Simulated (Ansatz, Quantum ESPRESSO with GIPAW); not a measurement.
# ZnO (zincite): working out the 67Zn quadrupolar coupling

A plane-wave PAW calculation (PBE, Ansatz) gives this electric field gradient, in 10²¹ V/m² and Cartesian axes, at one Zn site of ZnO (zincite) (atom 1; ZnO4; site symmetry 3m):

```
     -0.2598        0.0000        0.0000
      0.0000       -0.2598        0.0000
      0.0000        0.0000        0.5196
```

67Zn has spin 5/2, Q = 0.122 barn and |γ|/2π = 2.6694 MHz/T. The cell is the P6_3mc form of a database entry, atoms relaxed, static and at 0 K. 

**Task.** Find C_Q, η_Q and ν_Q, and the shift and width of the central transition under fast MAS at 14.1 T and 18.8 T.

1. The tensor is symmetric and traceless. Its eigenvalues, ordered by size, are V_xx = -0.2598, V_yy = -0.2598 and V_zz = 0.5196.

2. η_Q = (V_xx − V_yy)/V_zz = 0.000.

3. C_Q = eQV_zz/h. One unit of 10²¹ V/m² with one barn gives 24.18 MHz, so C_Q = 24.18 × 0.122 × 0.5196 = 1.533 MHz. A spectrum shows its size, not its sign.

4. ν_Q = 3C_Q/[2I(2I−1)] = 0.230 MHz in size, and P_Q = |C_Q|√(1 + η²/3) = 1.533 MHz.

5. The resonances lie at ν0 = 37.64 and 50.18 MHz, so ν_Q/ν0 is 0.006 at most and second order holds. The centre of gravity moves by δ_Q = −(3/40)(P_Q/ν0)² F × 10⁶ ppm, with F = [I(I+1) − 3/4]/[I²(2I−1)²] = 0.08: -9.95 ppm at 14.1 T and -5.60 ppm at 18.8 T.

6. Summing the second-order term over orientations gives a full width of 21.3 ppm (0.80 kHz) and 12.0 ppm (0.60 kHz). In ppm both fall as 1/B²: (14.1/18.8)² = 0.562. The spinning rate must pass the static width for this shape to show cleanly.

[Banner, clock, file and message-heading lines were taken out of the pw.x and gipaw.x logs.]

[Logs are printed without paths, hosts, clocks, repeated set-up lines and the standing remarks that a program may print on its own settings, such as how far it seeks lower states.]

[Hosts, paths, dates, database ids (printed as entryN), source tags and the programs' standing remarks are cut or masked in the printed files.]
